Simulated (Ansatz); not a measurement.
# Y2Ti2S2O5 (I4/mmm): G0W0 under other settings

Aim: change settings of a G0W0 run on Y2Ti2S2O5 (I4/mmm) and see what moves.

Program: Ansatz 0.2.0. Level of theory: G0W0 on r2SCAN, plane waves, PAW; PAW set soft_1. Results are calculated unless marked as measured.

### 1. Starting point

The structure is tetragonal, space group I4/mmm (No. 139). Conventional cell: a = 3.796 Å, b = 3.796 Å, c = 23.091 Å, α = 90.00°, β = 90.00°, γ = 90.00°. Nearest to Y lie 4 O at 2.46 Å and 5 S at 2.83 to 2.96 Å. Ti has 5 O at 1.81 to 1.96 Å and 1 S at 2.93 Å nearest. S has 5 Y at 2.83 to 2.96 Å and 1 Ti at 2.93 Å nearest. Nearest to O lie 2 Ti at 1.81 Å. Nearest to O lie 2 Ti at 1.96 Å and 2 Y at 2.46 Å. Farther neighbours and most contacts between anions are not listed.

The cell and positions are those that the Materials Project relaxed with its own functionals (PBE, PBE+U or r2SCAN), kept fixed.

### 2. The base run: 4×4×4 mesh, 355 empty bands, screening to 96 eV, PAW set soft_1 files

G0W0 replaces the xc potential by the self-energy, built once from these orbitals. Only a window of levels is corrected, while the sums run over the empty bands that the input names. This step takes PAW set soft_1 files.

The input, input.yaml:

```yaml
crystal:
  lattice:
    - [-1.898002, 1.898002, 11.54533]
    - [1.898002, -1.898002, 11.54533]
    - [1.898002, 1.898002, -11.54533]
  atoms:
    - { symbol: "Y", position: [0.666698, 0.666698, 0.0] }
    - { symbol: "Y", position: [0.333302, 0.333302, 0.0] }
    - { symbol: Ti, position: [0.921493, 0.921493, 0.0] }
    - { symbol: Ti, position: [0.078507, 0.078507, 0.0] }
    - { symbol: S, position: [0.794752, 0.794752, 0.0] }
    - { symbol: S, position: [0.205248, 0.205248, 0.0] }
    - { symbol: O, position: [0.0, 0.0, 0.0] }
    - { symbol: O, position: [0.900805, 0.400805, 0.5] }
    - { symbol: O, position: [0.599195, 0.099195, 0.5] }
    - { symbol: O, position: [0.400805, 0.900805, 0.5] }
    - { symbol: O, position: [0.099195, 0.599195, 0.5] }
kpoints:
  mp_grid: { grid: [4, 4, 4] }
hamiltonian:
  xc: r2scan
  pseudopotentials: { kind: paw, azcp: { folder: soft_1 } }
scf:
  occupations: { method: fixed }
gw:
  n_empty_bands: 355
  ecut_chi: 96
  qp_bands: [v3, c3]
  qp_kpoints: band_edges
  screening: { model: contour_deformation }
```

The run is started by

```sh
$ ansatz run input.yaml --threads 24 --pin off --max-ram 110592MiB --backend cuda --events-out ev --progress --plain --runs-dir out --devices 1 --max-vram 157GiB
```

Numbers of over 12 decimals in the logs are rounded to 6 here.

Output:

```text
GPUs: using 1 of 1 available (devices: 1).
Engine: ansatz 0.2.0, aarch64-unknown-linux-gnu
Pseudopotentials: kind: paw
Pseudopotential: Y, paw, valence charge 11, recommended cutoff 500 eV (meta_gga), soft_1/Y.paw.azcp
Pseudopotential: Ti, paw, valence charge 12, recommended cutoff 500 eV (meta_gga), soft_1/Ti.paw.azcp
Pseudopotential: S, paw, valence charge 6, recommended cutoff 500 eV (meta_gga), soft_1/S.paw.azcp
Pseudopotential: O, paw, valence charge 6, recommended cutoff 500 eV (meta_gga), soft_1/O.paw.azcp
Functional definition: r2SCAN
  parameter k0 = 0.174
  parameter k1 = 0.065
  parameter a1 = 4.9479
  exchange = r2scan_x(k0 = k0, k1 = k1, a1 = a1)
  correlation = r2scan_c
[...]
Crystal: 11 atoms, lattice volume = 166.364 Å³
Basis set: ecut = 500 eV, 4231 PW (Γ), exchange–correlation on 360×360×360 points (64 copies of the dense FFT grid, shifted against one another)
Bands: 55, of which v1, the nominal top of the filled ones, is band 44 counted from 1 (43 counted from 0)
Symmetry: 16 space group operations
Space group: I4/mmm (ITA 139), of the structure as read, at distance tolerance 5.5e-5 Å
k-points: 13 of 64
Non-local potential: Y, projectors of the file, l = 0: 3, l = 1: 2, l = 2: 2, l = 3: 1
Non-local potential: Ti, projectors of the file, l = 0: 3, l = 1: 2, l = 2: 3, l = 3: 1
Non-local potential: S, projectors of the file, l = 0: 2, l = 1: 2, l = 2: 1
Non-local potential: O, projectors of the file, l = 0: 2, l = 1: 2, l = 2: 1
PAW form: soft (Blöchl's): semilocal exchange-correlation on the pseudo side does not see the compensation charge
PAW frozen core: Y, regenerated for the run's functional (the file was generated under x = pbe(κ = 0.804, μ = 0.219515), c = pbe(β = 0.066725))
PAW frozen core: Ti, regenerated for the run's functional (the file was generated under x = pbe(κ = 0.804, μ = 0.219515), c = pbe(β = 0.066725))
PAW frozen core: S, regenerated for the run's functional (the file was generated under x = pbe(κ = 0.804, μ = 0.219515), c = pbe(β = 0.066725))
PAW frozen core: O, regenerated for the run's functional (the file was generated under x = pbe(κ = 0.804, μ = 0.219515), c = pbe(β = 0.066725))
PAW one-centre angular grid: Y, 590 points (default); XC on 160 Gauss nodes
PAW one-centre angular grid: Ti, 590 points (default); XC on 160 Gauss nodes
PAW one-centre angular grid: S, 302 points (default); XC on 160 Gauss nodes
[...]
Initial density: superposition of atomic densities (chi_scale 0.1, normalization cell, long waves of neutral atoms (reshape's long-wave potential 2.92 eV rms, cloud 2.95 Å wide))
Initial wavefunctions: pseudopotential atomic-orbital guess
[...]
Functional: x = r2scan, c = r2scan; τ floored in thin density (d = 2e-4 eV/Å³)
[...]
SCF iter   4: F=—  HF=-17404.994708 eV  |F-HF|=—  |Δ(HF+E_count)|=   3.94e-2  Δρ=1.11e-2  dr2=1.95e-1  dr2_τ=2.03e-2  ethr=2.71e-4  ⟨swp⟩=2.0  Hψ=1218  notcnv=0  defer=106
SCF iter   5: F=—  HF=-17404.966116 eV  |F-HF|=—  |Δ(HF+E_count)|=   2.86e-2  Δρ=1.94e-3  dr2=8.34e-3  dr2_τ=4.95e-4  ethr=2.22e-4  ⟨swp⟩=2.0  Hψ=1032  notcnv=0  defer=111
SCF iter   6: F=—  HF=-17404.968899 eV  |F-HF|=—  |Δ(HF+E_count)|=   2.78e-3  Δρ=6.61e-4  dr2=1.25e-3  dr2_τ=7.12e-5  ethr=9.48e-6  ⟨swp⟩=2.0  Hψ=1156  notcnv=0  defer=116
[...]
SCF iter   9: F=—  HF=-17404.969769 eV  |F-HF|=—  |Δ(HF+E_count)|=   5.57e-6  Δρ=3.49e-5  dr2=1.87e-6  dr2_τ=2.00e-7  ethr=5.51e-8  ⟨swp⟩=2.0  Hψ=980  notcnv=0  defer=74
[...]
SCF 1 converged in 11 iterations: F = -17404.969774 eV  dr2 = 1.06e-8
[...]
SCF converged after 11 iterations
[...]
--- G₀W₀: contour deformation, 7 samples at zero and on the imaginary axis and 1 off it, 64 q-points, 355 empty bands' worth ---
  eigenvalues of the whole cell's RPA ε∞ on this k-mesh (on a slab, of 1 + 4πα/V) = 5.8203, 5.8554, 5.8554; static W/v taken at q = 0 is 0.169001
  bands read: the sum over 399 bands ends inside a degenerate multiplet in 2 slots, whose members it reads at an even weight; the widest, k=8: bands 399 to 400 (counted from 1) at 1/2 each
  gw.qp_kpoints: band_edges: 7 of 13 stored k-points solved, in 1 pass; an edge of the gap read off the rows below is read off those points alone
    valence top: of the k-points left out ik 6 came nearest to being solved in a further pass, in band 43 (counted from 1, as in the quasiparticle table): it holds the edge there only if its correction is more favourable than any solved in that band by at least 0.607 eV; those differ by 0.149 eV
    conduction bottom: of the k-points left out ik 6 came nearest to being solved in a further pass, in band 45 (counted from 1, as in the quasiparticle table): it holds the edge there only if its correction is more favourable than any solved in that band by at least 0.518 eV; those differ by 0.099 eV
    ik  band        ε_KS         Σx   Σc(E_QP)       V_xc       Z   E_QP_lin       E_QP  E_QP is
     0    42      8.1031   -19.2013     2.4109   -16.4526  0.7668     7.7635     7.7652  root
     0    43      8.3820   -18.7939     2.2104   -16.1907  0.7757     7.9872     7.9892  root
     0    44      8.3820   -18.7939     2.2104   -16.1907  0.7757     7.9872     7.9892  root
     0    45      9.5352   -12.6468    -6.7630   -20.6373  0.7301    10.7953    10.7627  root
     0    46      9.5589   -12.6754    -6.7940   -20.7017  0.7293    10.8243    10.7912  root
     0    47     10.7484   -13.9218    -6.5738   -21.7412  0.7123    12.0394    11.9941  root
     1    42      7.2862   -19.3270     2.7072   -16.2981  0.7598     6.9627     6.9644  root
     1    43      7.6490   -18.7516     2.4189   -15.9180  0.7695     7.2318     7.2343  root
[...]
12    44      8.3818   -18.7815     2.2068   -16.1811  0.7757     7.9861     7.9881  root
    12    45      9.5365   -12.6505    -6.7694   -20.6483  0.7300    10.7977    10.7649  root
    12    46      9.5576   -12.6715    -6.7874   -20.6903  0.7295    10.8220    10.7889  root
    12    47     10.7533   -13.9120    -6.5940   -21.7523  0.7119    12.0452    11.9996  root
```

It took 16 s on 1 × NVIDIA GB200 with 24 threads of Arm Neoverse V2, shared host; peak memory 4.2 GiB; 56 s of CPU time.

This step gave:

```yaml
bands_summed: 399
rpa_eps_infinity_on_this_mesh_eigenvalues: 5.820, 5.855, 5.855
plane_waves_in_the_screening_matrix: 343
q_points_in_the_mesh: 64
g0w0_gap_on_the_mesh: 2.774 eV
k_of_the_valence_top: 0, 0, 0
k_of_the_conduction_bottom: 0, 0, 0
starting_gap_on_the_mesh: 1.153 eV
z_at_the_valence_top: 0.7757
z_at_the_conduction_bottom: 0.7301
least_direct_g0w0_gap_on_the_computed_points: 2.774 eV
```

The gap on the mesh goes from 1.15 eV to 2.77 eV, a correction of +1.62 eV. Between the two edge states, bare exchange in place of the xc potential would open the gap by 10.59 eV, and correlation takes back 8.97 eV.

### 3. Variant: guard bands

input.yaml, as its differences from that of step 2:

```diff
@@ -25,4 +25,4 @@
 gw:
-  n_empty_bands: 355
-  ecut_chi: 96
+  n_empty_bands: 270
+  ecut_chi: 80
   qp_bands: [v3, c3]
@@ -30 +30,2 @@
   screening: { model: contour_deformation }
+  n_guard_bands: 0
```

Output:

```text
GPUs: using 1 of 1 available (devices: 1).
[...]
Crystal: 11 atoms, lattice volume = 166.364 Å³
Basis set: ecut = 500 eV, 4231 PW (Γ), exchange–correlation on 360×360×360 points (64 copies of the dense FFT grid, shifted against one another)
Bands: 55, of which v1, the nominal top of the filled ones, is band 44 counted from 1 (43 counted from 0)
Symmetry: 16 space group operations
[...]
k-points: 13 of 64
[...]
SCF iter   1: F=—  HF=-17406.010356 eV  |F-HF|=—  |Δ(HF+E_count)|=         —  Δρ=4.90e-2  dr2=1.19e1  dr2_τ=5.29e-1  ethr=3.10e-3  ⟨swp⟩=5.5  Hψ=2454  notcnv=0  defer=97
[...]
SCF iter   6: F=—  HF=-17404.968899 eV  |F-HF|=—  |Δ(HF+E_count)|=   2.78e-3  Δρ=6.61e-4  dr2=1.25e-3  dr2_τ=7.12e-5  ethr=9.48e-6  ⟨swp⟩=2.0  Hψ=1156  notcnv=0  defer=116
[...]
SCF iter   9: F=—  HF=-17404.969769 eV  |F-HF|=—  |Δ(HF+E_count)|=   5.57e-6  Δρ=3.49e-5  dr2=1.87e-6  dr2_τ=2.00e-7  ethr=5.51e-8  ⟨swp⟩=2.0  Hψ=980  notcnv=0  defer=74
[...]
SCF 1 converged in 11 iterations: F = -17404.969774 eV  dr2 = 1.06e-8
[...]
SCF converged after 11 iterations
[...]
0    42      8.1031   -19.2013     2.5040   -16.4526  0.7684     7.8575     7.8583  root
     0    43      8.3820   -18.7939     2.3120   -16.1907  0.7771     8.0898     8.0909  root
     0    44      8.3820   -18.7939     2.3120   -16.1907  0.7771     8.0898     8.0909  root
     0    45      9.5352   -12.6468    -6.6500   -20.6373  0.7314    10.9152    10.8757  root
     0    46      9.5589   -12.6754    -6.6806   -20.7017  0.7307    10.9448    10.9046  root
     0    47     10.7484   -13.9218    -6.4670   -21.7412  0.7137    12.1556    12.1008  root
     1    42      7.2862   -19.3270     2.7937   -16.2981  0.7612     7.0500     7.0509  root
     1    43      7.6490   -18.7516     2.5114   -15.9180  0.7708     7.3253     7.3268  root
[...]
12    44      8.3818   -18.7815     2.3084   -16.1811  0.7771     8.0887     8.0898  root
    12    45      9.5365   -12.6505    -6.6564   -20.6483  0.7313    10.9176    10.8779  root
    12    46      9.5576   -12.6715    -6.6741   -20.6903  0.7308    10.9424    10.9023  root
    12    47     10.7533   -13.9120    -6.4873   -21.7523  0.7134    12.1615    12.1064  root
```

It took 16 s on 1 × NVIDIA GB200 with 24 threads; peak memory 4 GiB; 58 s of CPU time.

The G0W0 gap on the mesh is 2.785 eV.

Against the base:

```csv
setting,base,variant
empty bands,355,270
screening cutoff (eV),96,80
n guard bands,-,0
```

```csv
quantity,variant,base
starting gap on the mesh,1.153,1.153
G0W0 gap on the mesh,2.785,2.774
least direct G0W0 gap on the computed points,2.785,2.774
Z at the valence top,0.777,0.776
Z at the conduction bottom,0.731,0.730
```

### 4. Variant: all filled levels at the zone centre

input.yaml, as its differences from that of step 3:

```diff
@@ -25,7 +25,6 @@
 gw:
-  n_empty_bands: 270
-  ecut_chi: 80
-  qp_bands: [v3, c3]
-  qp_kpoints: band_edges
+  n_empty_bands: 377
+  ecut_chi: 100
+  qp_bands: [lowest, c2]
+  qp_kpoints: [[0, 0, 0]]
   screening: { model: contour_deformation }
-  n_guard_bands: 0
```

Output:

```text
GPUs: using 1 of 1 available (devices: 1).
[...]
Crystal: 11 atoms, lattice volume = 166.364 Å³
Basis set: ecut = 500 eV, 4231 PW (Γ), exchange–correlation on 360×360×360 points (64 copies of the dense FFT grid, shifted against one another)
Bands: 55, of which v1, the nominal top of the filled ones, is band 44 counted from 1 (43 counted from 0)
Symmetry: 16 space group operations
[...]
k-points: 13 of 64
[...]
SCF iter   1: F=—  HF=-17406.010356 eV  |F-HF|=—  |Δ(HF+E_count)|=         —  Δρ=4.90e-2  dr2=1.19e1  dr2_τ=5.29e-1  ethr=3.10e-3  ⟨swp⟩=5.5  Hψ=2454  notcnv=0  defer=97
[...]
SCF iter   6: F=—  HF=-17404.968899 eV  |F-HF|=—  |Δ(HF+E_count)|=   2.78e-3  Δρ=6.61e-4  dr2=1.25e-3  dr2_τ=7.12e-5  ethr=9.48e-6  ⟨swp⟩=2.0  Hψ=1156  notcnv=0  defer=116
[...]
SCF iter   9: F=—  HF=-17404.969769 eV  |F-HF|=—  |Δ(HF+E_count)|=   5.57e-6  Δρ=3.49e-5  dr2=1.87e-6  dr2_τ=2.00e-7  ethr=5.51e-8  ⟨swp⟩=2.0  Hψ=980  notcnv=0  defer=74
[...]
SCF 1 converged in 11 iterations: F = -17404.969774 eV  dr2 = 1.06e-8
[...]
SCF converged after 11 iterations
[...]
`?` marks the rows in doubt; gw_qp.tsv's column doubts and the gw_qp event give each row's grounds
[...]
0     1    -51.8089   -47.8434    14.4144   -33.1992  0.5868   -52.0407   -52.0387  root ?
     0     2    -51.8075   -47.8440    14.4178   -33.2017  0.5871   -52.0338   -52.0320  root ?
     0     3    -34.5506   -38.8258    11.0286   -27.6631  0.6300   -34.6852   -34.6847  root
     0     4    -34.5491   -38.8279    11.0304   -27.6666  0.6301   -34.6804   -34.6800  root
     0     5    -27.1501   -39.2545     9.2985   -29.7258  0.6060   -27.3816   -27.3803  root
     0     6    -27.0618   -39.3041     9.2165   -29.8528  0.6225   -27.2982   -27.2966  root
     0     7    -26.9399   -39.3166     9.2066   -29.8833  0.6327   -27.1680   -27.1666  root
     0     8    -26.9399   -39.3166     9.2066   -29.8833  0.6327   -27.1680   -27.1666  root
     0     9    -26.9362   -39.3112     9.1987   -29.8895  0.6329   -27.1607   -27.1593  root
     0    10    -26.9362   -39.3112     9.1987   -29.8895  0.6329   -27.1607   -27.1593  root
[...]
0    43      8.3820   -18.7939     2.1885   -16.1907  0.7754     7.9650     7.9673  root
     0    44      8.3820   -18.7939     2.1885   -16.1907  0.7754     7.9650     7.9673  root
     0    45      9.5352   -12.6468    -6.7829   -20.6373  0.7298    10.7744    10.7427  root
     0    46      9.5589   -12.6754    -6.8141   -20.7017  0.7291    10.8032    10.7711  root
```

It took 15 s on 1 × NVIDIA GB200 with 24 threads; peak memory 4.3 GiB; 49 s of CPU time.

Absolute levels on the run's own zero. QP, by row, the first 40 of 46 rows:

```csv
k index,band,KS (eV),Sigma_x (eV),Sigma_c (eV),Vxc (eV),Z,QP linearised (eV),QP (eV),source,doubts
0,1,-51.81,-47.84,14.41,-33.2,0.5868,-52.04,-52.04,root,z_under_floor
0,2,-51.81,-47.84,14.42,-33.2,0.5871,-52.03,-52.03,root,z_under_floor
0,3,-34.55,-38.83,11.03,-27.66,0.63,-34.69,-34.68,root,
0,4,-34.55,-38.83,11.03,-27.67,0.6301,-34.68,-34.68,root,
0,5,-27.15,-39.25,9.299,-29.73,0.606,-27.38,-27.38,root,
0,6,-27.06,-39.3,9.216,-29.85,0.6225,-27.3,-27.3,root,
0,7,-26.94,-39.32,9.207,-29.88,0.6327,-27.17,-27.17,root,
0,8,-26.94,-39.32,9.207,-29.88,0.6327,-27.17,-27.17,root,
0,9,-26.94,-39.31,9.199,-29.89,0.6329,-27.16,-27.16,root,
0,10,-26.94,-39.31,9.199,-29.89,0.6329,-27.16,-27.16,root,
0,11,-14.18,-30.48,6.344,-23.36,0.7078,-14.97,-14.96,root,
0,12,-14.14,-30.54,6.305,-23.46,0.7061,-14.92,-14.91,root,
0,13,-13.82,-30.54,5.638,-23.96,0.7407,-14.77,-14.75,root,
0,14,-13.82,-30.54,5.638,-23.96,0.7407,-14.77,-14.75,root,
0,15,-13.81,-30.54,5.633,-23.97,0.7406,-14.76,-14.74,root,
0,16,-13.81,-30.54,5.633,-23.97,0.7406,-14.76,-14.74,root,
0,17,-11,-33.04,9.448,-23.38,0.6571,-11.21,-11.21,root,
0,18,-10.88,-33.11,9.31,-23.58,0.6628,-11.1,-11.1,root,
0,19,-10.46,-33.94,9.513,-24.3,0.7505,-10.58,-10.58,root,
0,20,-10.43,-33.7,9.791,-23.76,0.6735,-10.58,-10.58,root,
0,21,-10.43,-33.71,9.79,-23.77,0.6725,-10.58,-10.58,root,
0,22,-4.057,-23.88,7.268,-16.7,0.6332,-3.971,-3.971,root,
0,23,-3.133,-24.02,6.882,-17.13,0.647,-3.141,-3.141,root,
0,24,2.991,-25.99,4.63,-21.4,0.7017,3.028,3.028,root,
0,25,3.396,-21.63,4.681,-16.67,0.7064,3.122,3.123,root,
0,26,3.469,-24.79,4.854,-19.85,0.6943,3.391,3.391,root,
0,27,3.469,-24.79,4.854,-19.85,0.6943,3.391,3.391,root,
0,28,3.526,-24.85,4.906,-19.86,0.6961,3.439,3.439,root,
0,29,3.526,-24.85,4.906,-19.86,0.6961,3.439,3.439,root,
0,30,4.049,-23.77,5.005,-18.56,0.7005,3.841,3.842,root,
0,31,4.713,-24.02,4.688,-19.28,0.7046,4.664,4.664,root,
0,32,4.739,-24.02,4.661,-19.31,0.7056,4.694,4.694,root,
0,33,4.893,-24.3,4.646,-19.55,0.7061,4.793,4.793,root,
0,34,4.893,-24.3,4.646,-19.55,0.7061,4.793,4.793,root,
0,35,5.87,-24.16,4.199,-19.93,0.7301,5.839,5.839,root,
0,36,5.87,-24.16,4.199,-19.93,0.7301,5.839,5.839,root,
0,37,6.12,-25.52,4.532,-21.03,0.731,6.163,6.163,root,
0,38,6.12,-25.52,4.532,-21.03,0.731,6.163,6.163,root,
0,39,6.155,-19.68,3.264,-16.05,0.7387,5.791,5.795,root,
0,40,7.088,-19.37,2.775,-16.19,0.7609,6.678,6.681,root,
```

Against the base:

```csv
setting,base,variant
empty bands,355,377
screening cutoff (eV),96,100
levels asked,v3 to c3,lowest to c2
points asked,band edges,"[[0, 0, 0]]"
```

### 5. What came out

```yaml
base: 2.77 eV, 16 s
guard_bands: 2.78 eV, 16 s
all_filled_levels_at_the_zone_centre: direct gap at the listed points 2.78 eV, 15 s
```

In words: Guard bands: the gap moves by +0.01 eV. The variant differs from the base in empty bands, screening cutoff and n guard bands together, so the change can't be laid to one of them. All filled levels at the zone centre: only the listed points were computed; the least direct gap there is 2.78 eV, with empty bands, screening cutoff, levels asked and points asked changed against the base. All runs here use a coarse mesh and modest cutoffs; they test settings and are not final values. The many-body steps are scalar-relativistic: spin-orbit coupling is not in them.

[Paths, hosts, dates, memory and timing lines, banners, echoed tables and standing remarks are left out of the program output.]

[Logs are printed without paths, hosts, clocks, repeated set-up lines and the standing remarks that a program may print on its own settings, such as how far it seeks lower states.]

[Runs of the session that timed out or met a known fault of the program may be left out.]

[Cells called generated may have been cut or substituted from an entry of the Crystallography Open Database or the Materials Project.]

[Hosts, paths, dates, database ids (printed as entryN), source tags and the programs' standing remarks are cut or masked in the printed files.]
